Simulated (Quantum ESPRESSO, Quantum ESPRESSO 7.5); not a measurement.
# Ba(100): thickness series by an ASE script

Wanted: a thickness series of Ba(100), driven from Python.

Method: plane-wave DFT, PBE, GBRV ultrasoft pseudopotentials, in Quantum ESPRESSO 7.5.

**What experiment says.**

“Anisotropic work function of elemental crystals” (2019, arxiv:1902.07811) quotes from earlier work for Ba (polycrystalline sample, no single face): work function, loosely compared (polycrystalline sample, no single face) 2.53 eV.

### 1. The starting structure

The cell holds 8 atoms: 8 Ba. Its edges and angles: a = 5.020 Å, b = 5.020 Å, c = 32.570 Å, α = 90.0°, β = 90.0°, γ = 90.0°. It derives from Ba. Vacuum lies along c.

As a file:

```cif
data_structure
_symmetry_space_group_name_H-M 'P 1'
_symmetry_Int_Tables_number 1
_cell_length_a 5.0200
_cell_length_b 5.0200
_cell_length_c 32.5700
_cell_angle_alpha 90.000
_cell_angle_beta 90.000
_cell_angle_gamma 90.000
_cell_volume 820.78
loop_
_atom_site_label
_atom_site_type_symbol
_atom_site_fract_x
_atom_site_fract_y
_atom_site_fract_z
_atom_site_occupancy
Ba1 Ba 0.50000 0.50000 0.23027 1
Ba2 Ba 0.00000 0.00000 0.30734 1
Ba3 Ba 0.50000 0.50000 0.38440 1
Ba4 Ba 0.00000 0.00000 0.46147 1
Ba5 Ba 0.50000 0.50000 0.53853 1
Ba6 Ba 0.00000 0.00000 0.61560 1
Ba7 Ba 0.50000 0.50000 0.69266 1
Ba8 Ba 0.00000 0.00000 0.76973 1
```

### 2. The script

ASE writes the inputs, starts pw.x and reads the results. Under ESM bc1 the zero of energy of a symmetric slab is the vacuum, so the work function is minus the Fermi level.

File run.py:

```python
import json
import numpy as np
from ase.build import bcc100
from ase.calculators.espresso import Espresso, EspressoProfile

profile = EspressoProfile(command='mpirun -n 4 pw.x -nk 4', pseudo_dir='../pseudo')
pseudopotentials = {'Ba': 'ba_pbe_v1.uspp.F.UPF'}
system = {'ecutwfc': 40, 'ecutrho': 200, 'occupations': 'smearing', 'smearing': 'mv', 'degauss': 0.02}


def calculator(name, kpts, **extra):
    data = dict(control=dict(tprnfor=True, verbosity='high', disk_io='none'),
                system=system | extra,
                electrons=dict(conv_thr=1e-07, mixing_beta=0.4, mixing_mode='local-TF',
                               electron_maxstep=100))
    return Espresso(profile=profile, directory=name, pseudopotentials=pseudopotentials, kpts=kpts, input_data=data)


def centre(atoms):
    z = atoms.positions[:, 2]
    atoms.positions[:, 2] -= (z.max() + z.min()) / 2  # ESM wants the slab about z = 0
    return atoms


rows = []
for n in [3, 4, 5, 6, 7, 8]:
    slab = centre(bcc100('Ba', size=(1, 1, n), a=5.02, vacuum=7.5, periodic=True))
    slab.set_initial_magnetic_moments([0.0] * n)
    slab.calc = calculator(f'n{n}', (6, 6, 1), assume_isolated='esm', esm_bc='bc1')
    energy = slab.get_potential_energy()
    work = -slab.calc.get_fermi_level()
    force = slab.get_forces()[-1, 2]
    rows.append([n, energy, work, force])
    print(f'{n} layers: E = {energy:.5f} eV, work function {work:.3f} eV, force on the top atom {force:+.3f} eV/A')

n, energy = np.array(rows)[:, :2].T
slope, offset = np.polyfit(n[1:], energy[1:], 1)
area = np.linalg.norm(np.cross(*slab.cell[:2]))
gamma = offset / (2 * area) * 16.0218
print(f'bulk energy from the slope {slope:.5f} eV an atom; unrelaxed surface energy {gamma:.3f} J/m^2')
json.dump(dict(rows=rows, slope=slope, gamma=gamma), open('result.json', 'w'))
```

On the command line:

```bash
$ OMP_NUM_THREADS=1 python run.py
```

Output:

```text
3 layers: E = -2867.56022 eV, work function 2.346 eV, force on the top atom +0.007 eV/A
4 layers: E = -3823.73748 eV, work function 2.349 eV, force on the top atom +0.076 eV/A
5 layers: E = -4779.91302 eV, work function 2.364 eV, force on the top atom +0.074 eV/A
6 layers: E = -5736.10325 eV, work function 2.359 eV, force on the top atom +0.075 eV/A
7 layers: E = -6692.28666 eV, work function 2.361 eV, force on the top atom +0.069 eV/A
8 layers: E = -7648.46722 eV, work function 2.358 eV, force on the top atom +0.075 eV/A
bulk energy from the slope -956.18331 eV an atom; unrelaxed surface energy 0.317 J/m^2
```

Wall time 23 min (4 MPI ranks of Arm Neoverse V2, shared host); peak memory 2.9 GiB.

The input that ASE wrote for the first run, and its log:

```
&CONTROL
   verbosity        = 'high'
   tprnfor          = .true.
   disk_io          = 'none'
   pseudo_dir       = '../pseudo'
/
&SYSTEM
   ecutwfc          = 40
   ecutrho          = 200
   occupations      = 'smearing'
   degauss          = 0.02
   smearing         = 'mv'
   assume_isolated  = 'esm'
   esm_bc           = 'bc1'
   ntyp             = 1
   nat              = 3
   ibrav            = 0
/
&ELECTRONS
   electron_maxstep = 100
   conv_thr         = 1e-07
   mixing_mode      = 'local-TF'
   mixing_beta      = 0.4
/
&IONS
/
&CELL
/
&FCP
/
&RISM
/
ATOMIC_SPECIES
Ba 137.327 ba_pbe_v1.uspp.F.UPF

K_POINTS automatic
6 6 1  0 0 0

CELL_PARAMETERS angstrom
5.02000000000000 0.00000000000000 0.00000000000000
0.00000000000000 5.02000000000000 0.00000000000000
0.00000000000000 0.00000000000000 20.02000000000000

ATOMIC_POSITIONS angstrom
Ba 0.0000000000 0.0000000000 -2.5100000000  
Ba 2.5100000000 2.5100000000 0.0000000000  
Ba 0.0000000000 0.0000000000 2.5100000000
```

```text
Program PWSCF v.7.5 starts
[citation notice left out]

     Parallel version (MPI & OpenMP), running on       4 processor cores
     Number of MPI processes:                 4
     Threads/MPI process:                     1

     MPI processes distributed on     1 nodes
[... 1 line left out ...]

Warning: card &CELL ignored
Warning: card &FCP ignored
Warning: card &RISM ignored

     Current dimensions of program PWSCF are:
     Max number of different atomic species (ntypx) = 10
     Max number of k-points (npk) =  40000
     Max angular momentum in pseudopotentials (lmaxx) =  4
     Message from routine setup:
     using ibrav=0 with symmetry is DISCOURAGED, use correct ibrav instead

     K-points division:     npool     =       4
     Subspace diagonalization in iterative solution of the eigenvalue problem:
     a serial algorithm will be used

     G-vector sticks info
     --------------------
     sticks:   dense  smooth     PW     G-vecs:    dense   smooth      PW
     Sum        1433    1137    333               162699   116209   18037

     Using Slab Decomposition

     bravais-lattice index     =            0
     lattice parameter (alat)  =       9.4864  a.u.
     unit-cell volume          =    3404.6158 (a.u.)^3
     number of atoms/cell      =            3
     number of atomic types    =            1
     number of electrons       =        30.00
     number of Kohn-Sham states=           19
     kinetic-energy cutoff     =      40.0000  Ry
     charge density cutoff     =     200.0000  Ry
     scf convergence threshold =      1.0E-07
     mixing beta               =       0.4000
     number of iterations used =            8  local-TF  mixing
     Exchange-correlation= SLA  PW   PBE  PBE
                           (   1   4   3   4   0   0   0)

     Effective Screening Medium Method
     =================================
     Boundary Conditions: Vacuum-Slab-Vacuum
     total charge in unit cell        =   0.0000
     grid points for fit at edges     =        4

[... 10 lines left out ...]
     PseudoPot. # 1 for Ba read from file:
     ../pseudo/ba_pbe_v1.uspp.F.UPF
     Pseudo is Ultrasoft + core correction, Zval = 10.0
     Generated by new atomic code, or converted to UPF format
     Using radial grid of  907 points,  7 beta functions with:
                l(1) =   0
                l(2) =   0
                l(3) =   1
                l(4) =   1
                l(5) =   2
                l(6) =   2
                l(7) =   3
     Q(r) pseudized with  6 coefficients,  rinner =    1.700   1.700   1.700
                                                       1.700   1.700   1.700
                                                       1.700

     atomic species   valence    mass     pseudopotential
     Ba               10.00   137.32700     Ba( 1.00)

     16 Sym. Ops., with inversion, found

[... 674 lines left out ...]
   -16.9460 -16.3488 -16.2171 -16.2171  -4.7001  -3.6820  -2.8060  -2.6484
    -1.8461  -1.7577  -1.4917

     occupation numbers
     1.0000   1.0000   1.0000   1.0000   1.0000   1.0000   1.0000   1.0000
     1.0000   1.0000   1.0000   1.0000   1.0000   1.0000   1.0695   1.0550
     0.0008   0.0001   0.0000

[... 72 lines left out ...]

     the Fermi energy is    -2.3460 ev

!    total energy              =    -210.76180714 Ry
     estimated scf accuracy    <       0.00000006 Ry
     smearing contrib. (-TS)   =      -0.00007385 Ry
     internal energy E=F+TS    =    -210.76173328 Ry

     The total energy is F=E-TS. E is the sum of the following terms:
     one-electron contribution =     537.90710379 Ry
     hartree contribution      =    -272.04293952 Ry
     xc contribution           =     -82.66091264 Ry
     ewald contribution        =    -393.96498492 Ry

     convergence has been achieved in  32 iterations

     negative rho (up, down):  2.688E-01 0.000E+00

     Forces acting on atoms (cartesian axes, Ry/au):

     atom    1 type  1   force =     0.00000000    0.00000000   -0.00027109
     atom    2 type  1   force =     0.00000000    0.00000000    0.00000000
     atom    3 type  1   force =     0.00000000    0.00000000    0.00027109
     The non-local contrib.  to forces
     atom    1 type  1   force =     0.00000000    0.00000000   -0.07128083
     atom    2 type  1   force =     0.00000000    0.00000000    0.00000000
     atom    3 type  1   force =     0.00000000    0.00000000    0.07128083
     The ionic contribution  to forces
     atom    1 type  1   force =    -0.00000000   -0.00000000  -26.29554848
     atom    2 type  1   force =     0.00000000    0.00000000    0.00000000
     atom    3 type  1   force =    -0.00000000   -0.00000000   26.29554848
     The local contribution  to forces
     atom    1 type  1   force =    -0.00000000   -0.00000000   26.36575438
     atom    2 type  1   force =     0.00000000    0.00000000   -0.00000680
     atom    3 type  1   force =     0.00000000    0.00000000  -26.36576798
     The core correction contribution to forces
     atom    1 type  1   force =    -0.00000000    0.00000000    0.00030745
     atom    2 type  1   force =     0.00000000    0.00000000    0.00000000
     atom    3 type  1   force =     0.00000000    0.00000000   -0.00030745
     The Hubbard contrib.    to forces
     atom    1 type  1   force =     0.00000000    0.00000000    0.00000000
     atom    2 type  1   force =     0.00000000    0.00000000    0.00000000
     atom    3 type  1   force =     0.00000000    0.00000000    0.00000000
     The SCF correction term to forces
     atom    1 type  1   force =     0.00000000    0.00000000    0.00048959
     atom    2 type  1   force =    -0.00000000   -0.00000000   -0.00000000
     atom    3 type  1   force =     0.00000000   -0.00000000   -0.00048959

     Total force =     0.000383     Total SCF correction =     0.000692
     SCF correction compared to forces is large: reduce conv_thr to get better values
     Message from routine punch:
     Nothing written, as per user request (disk_io='none')

[... 1 line left out ...]

[... 1 line left out ...]

[... 1 line left out ...]

[... 3 lines left out ...]

[... 1 line left out ...]

[... 2 lines left out ...]

[... 1 line left out ...]

[... 1 line left out ...]

=------------------------------------------------------------------------------=
   JOB DONE.
=------------------------------------------------------------------------------=
```

Read from the output:

- surface energy: 0.3174 J/m²
- work function of the thickest slab: 2.358 eV

Work function against layers:

| layers | work function (eV) |
| --- | --- |
| 3.00 | 2.35 |
| 4.00 | 2.35 |
| 5.00 | 2.36 |
| 6.00 | 2.36 |
| 7.00 | 2.36 |
| 8.00 | 2.36 |

Table of force on the top atom along the normal by layers:

| layers | force on the top atom along the normal (eV/Å) |
| --- | --- |
| 3.00 | 0.00697 |
| 4.00 | 0.0764 |
| 5.00 | 0.0743 |
| 6.00 | 0.0755 |
| 7.00 | 0.0694 |
| 8.00 | 0.0750 |

Energy less the bulk line's slope against layers:

| layers | energy less the bulk line's slope (meV) |
| --- | --- |
| 3.00 | 990 |
| 4.00 | 996 |
| 5.00 | 1004 |
| 6.00 | 997 |
| 7.00 | 997 |
| 8.00 | 999 |

### 3. The script: PBEsol, GBRV ultrasoft

Level of this step: plane-wave DFT, PBEsol, GBRV ultrasoft pseudopotentials (Quantum ESPRESSO 7.5).

run.py, as its differences from the input of step 2:

```diff
@@ -6,3 +6,3 @@
 profile = EspressoProfile(command='mpirun -n 4 pw.x -nk 4', pseudo_dir='../pseudo')
-pseudopotentials = {'Ba': 'ba_pbe_v1.uspp.F.UPF'}
+pseudopotentials = {'Ba': 'ba_pbesol_v1.uspp.F.UPF'}
 system = {'ecutwfc': 40, 'ecutrho': 200, 'occupations': 'smearing', 'smearing': 'mv', 'degauss': 0.02}
```

On the command line:

```bash
$ OMP_NUM_THREADS=1 python run.py
```

Output:

```text
3 layers: E = -2863.01562 eV, work function 2.384 eV, force on the top atom -0.093 eV/A
4 layers: E = -3817.72862 eV, work function 2.384 eV, force on the top atom -0.017 eV/A
5 layers: E = -4772.44105 eV, work function 2.404 eV, force on the top atom -0.016 eV/A
6 layers: E = -5727.16805 eV, work function 2.395 eV, force on the top atom -0.028 eV/A
7 layers: E = -6681.88789 eV, work function 2.397 eV, force on the top atom -0.027 eV/A
8 layers: E = -7636.60494 eV, work function 2.397 eV, force on the top atom -0.033 eV/A
bulk energy from the slope -954.71995 eV an atom; unrelaxed surface energy 0.367 J/m^2
```

Wall time 24 min (4 MPI ranks); peak memory 2.9 GiB.

This step gave:

```
surface energy                     : 0.3667 J/m²
work function of the thickest slab : 2.397 eV
```

The work function by layers:

| layers | work function (eV) |
| --- | --- |
| 3.00 | 2.38 |
| 4.00 | 2.38 |
| 5.00 | 2.40 |
| 6.00 | 2.39 |
| 7.00 | 2.40 |
| 8.00 | 2.40 |

Table of force on the top atom along the normal by layers:

| layers | force on the top atom along the normal (eV/Å) |
| --- | --- |
| 3.00 | -0.0934 |
| 4.00 | -0.0171 |
| 5.00 | -0.0155 |
| 6.00 | -0.0278 |
| 7.00 | -0.0273 |
| 8.00 | -0.0334 |

Table of energy less the bulk line's slope by layers:

| layers | energy less the bulk line's slope (meV) |
| --- | --- |
| 3.00 | 1144 |
| 4.00 | 1151 |
| 5.00 | 1159 |
| 6.00 | 1152 |
| 7.00 | 1152 |
| 8.00 | 1155 |

### 4. The arithmetic

γ = (E_N − N e_bulk)/(2A). The excess of the thickest slab is 0.999 eV and A = 25.200 Å²: 0.999/(2 × 25.200) × 16.02 = 0.32 J/m² (1 eV/Å² = 16.02 J/m²); the fit's intercept gives 0.32.

### 5. Results

| Property | Result |
| --- | --- |
| work function of the thickest slab, PBE, GBRV ultrasoft | 2.36 eV |
| unrelaxed surface energy, PBE, GBRV ultrasoft | 0.32 J/m² |
| work function of the thickest slab, PBEsol, GBRV ultrasoft | 2.40 eV |
| unrelaxed surface energy, PBEsol, GBRV ultrasoft | 0.37 J/m² |

The thickest slab gives a work function of 2.36 eV and the series an unrelaxed surface energy of 0.32 J/m² (PBE, GBRV ultrasoft). The work function swings by 0.02 eV over 3 to 8 layers and by 0.00 eV over the last step; confined states crossing the Fermi level and the finite mesh both contribute. From 3 layers on it stays within 0.1 eV. The force on the top atom of the thickest slab points outwards (0.07 eV/Å). The slabs are cut from the bulk at the tabulated lattice constant and not relaxed; the surface energy comes from a straight line through the energies of all but the thinnest slab.

Calculation against experiment:

```
                                                                     quantity  measured        PBE, GBRV     PBEsol, GBRV
work function, loosely compared (polycrystalline sample, no single face) (eV)      2.53  2.36 (-0.17 eV)  2.40 (-0.13 eV)
```

Measured values from arxiv:1902.07811 (2019).

How well it matches: A polycrystal averages over faces, so this is a loose comparison.

[Logs are printed without paths, hosts, clocks, repeated set-up lines and the standing remarks that a program may print on its own settings, such as how far it seeks lower states.]

[Hosts, paths, dates, database ids (printed as entryN), source tags and the programs' standing remarks are cut or masked in the printed files.]

[Maps of the electrostatic potential energy from Ansatz leave out the sawtooth potential of an applied field or a dipole correction, so their vacuum need not be flat; planar profiles and work functions include it.]
